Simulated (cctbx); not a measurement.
# X-rays or neutrons for the lightest atoms?

Cell a = 6.0820 Å, b = 11.7150 Å, c = 3.5290 Å, α = 90.00°, β = 90.00°, γ = 90.00°; space group Pbam (no. 55); content Er4 Ga4 B16. The heavier atoms are placed; B is still missing.

Simulated single-crystal data (cctbx): synchrotron X-rays, λ = 0.4959 Å, to d = 0.7 Å, 80 % of the full sphere, strongest reflection 70000 counts, noise from counting, a 4 % proportional error and a noise floor of 8 counts (s.d.); no absorption.

Refinement without B (map in e/Å³):

```text
Rint 0.030, 438 unique reflections to 0.70 A
cycle     R1     wR2    GooF  max shift (A)
   1  0.1758  0.4586  18.525   0.02687
   2  0.0676  0.2122   8.572   0.00009
final R1 0.0676 wR2 0.2122 GooF 8.572  parameters 6  data/parameter 73.0
atom        x        y        z      Ueq    occ   su(xyz)  su(Uiso or U11)
Er1    0.87735  0.65291  0.50000   0.0077  1.000  0.00016  0.0005
Ga1    0.87893  0.91348  0.50000   0.0060  1.000  0.00037  0.0006
difference map: max 12.95 min -3.09 rms 1.17
Q1    0.1320  0.5300  0.0000    4   13.15  2.41 A from Ga1
Q2    0.1165  0.9580  0.0000    4   12.56  2.32 A from Ga1
Q3    0.2162  0.6850  0.0000    4   12.47  2.33 A from Ga1
Q4    0.0326  0.8059  0.0000    4   12.11  2.36 A from Ga1
Q5    0.1290  0.3379  0.5000    4   10.54  0.11 A from Er1
Q6    0.0000  0.5000  0.0000    2    2.00  2.62 A from Er1
Q7    0.1847  0.1278  0.5000    4    1.93  0.62 A from Ga1
Q8    0.2058  0.2565  0.0000    4    1.83  2.12 A from Er1
```

Simulated single-crystal data (cctbx): neutrons of λ = 0.95 Å, to d = 0.8 Å, 80 % of the full sphere, strongest reflection 5000 counts, noise from counting, a 4 % proportional error and a noise floor of 8 counts (s.d.); no absorption.

Refinement without B (map in fm/Å³; only maxima are listed):

```text
Rint 0.065, 305 unique reflections to 0.80 A
cycle     R1     wR2    GooF  max shift (A)
   1  0.6315  0.8838  16.940   0.06210
   4  0.5915  0.8564  16.415   0.00004
final R1 0.5915 wR2 0.8564 GooF 16.415  parameters 6  data/parameter 50.8
atom        x        y        z      Ueq    occ   su(xyz)  su(Uiso or U11)
Er1    0.87699  0.65148  0.50000   0.0001  1.000  0.00460  0.0061
Ga1    0.86422  0.91383  0.50000   0.0184  1.000  0.00708  0.0086
difference map: max 35.38 min -15.02 rms 4.05
Q1    0.1216  0.3485  0.5000    4   35.56  0.01 A from Er1
Q2    0.0397  0.8096  0.0000    4   27.15  2.40 A from Ga1
Q3    0.2081  0.6870  0.0000    4   26.39  2.33 A from Ga1
Q4    0.1298  0.5335  0.0000    4   23.56  2.35 A from Ga1
Q5    0.1177  0.9524  0.0000    4   21.72  2.36 A from Ga1
Q6    0.1216  0.0876  0.5000    4   18.86  0.09 A from Ga1
Q7    0.1213  0.2460  0.0000    4   12.15  2.13 A from Er1
Q8    0.2416  0.4270  0.0000    4   10.46  2.12 A from Er1
```

**Question.** Where is B, and which data fix it better?

B sits at (0.6160, 0.5430, 0), (0.6348, 0.9688, 0), (0.7201, 0.8162, 0) and (0.5328, 0.6928, 0). Adding it takes R1 from 0.068 to 0.015 with X-rays and from 0.592 to 0.026 with neutrons. Its largest coordinate s.u. is 0.00115 with X-rays and 0.00043 with neutrons, so neutrons fix it better in these data. In the X-ray map Q1, Q2, Q3 and Q4 mark it. In the neutron map Q2, Q3, Q4 and Q5 mark it.

Final neutron refinement:

```text
Rint 0.065, 305 unique reflections to 0.80 A
cycle     R1     wR2    GooF  max shift (A)
   1  0.1274  0.2448   4.788   0.05033
   2  0.0256  0.0478   0.934   0.00003
final R1 0.0256 wR2 0.0478 GooF 0.934  parameters 18  data/parameter 16.9
atom        x        y        z      Ueq    occ   su(xyz)  su(Uiso or U11)
Er1    0.87723  0.65315  0.50000   0.0083  1.000  0.00019  0.0002
Ga1    0.87898  0.91393  0.50000   0.0085  1.000  0.00020  0.0002
B1     0.61607  0.54295  0.00000   0.0186  1.000  0.00043  0.0003
B2     0.63466  0.96892  0.00000   0.0163  1.000  0.00042  0.0003
B3     0.72040  0.81623  0.00000   0.0149  1.000  0.00028  0.0003
B4     0.53286  0.69279  0.00000   0.0175  1.000  0.00029  0.0004
difference map: max 0.67 min -0.86 rms 0.21
Q1    0.0480  0.8722  0.3367    8    0.71  1.28 A from Ga1
Q2    0.0929  0.1905  0.0000    4    0.70  0.77 A from B4
Q3    0.1767  0.3329  0.3226    8    0.64  0.73 A from Er1
Q4    0.9888  0.4385  0.5000    4    0.63  1.35 A from Er1
Q5    0.0712  0.8012  0.5000    4    0.61  1.76 A from Ga1
Q6    0.1140  0.7006  0.0000    4    0.58  0.68 A from B3
```

This is a model crystal, built by substitution and not relaxed, with assumed displacement parameters.

[Middle refinement cycles are left out of these outputs.]

[Logs are printed without paths, hosts, clocks, repeated set-up lines and the standing remarks that a program may print on its own settings, such as how far it seeks lower states.]
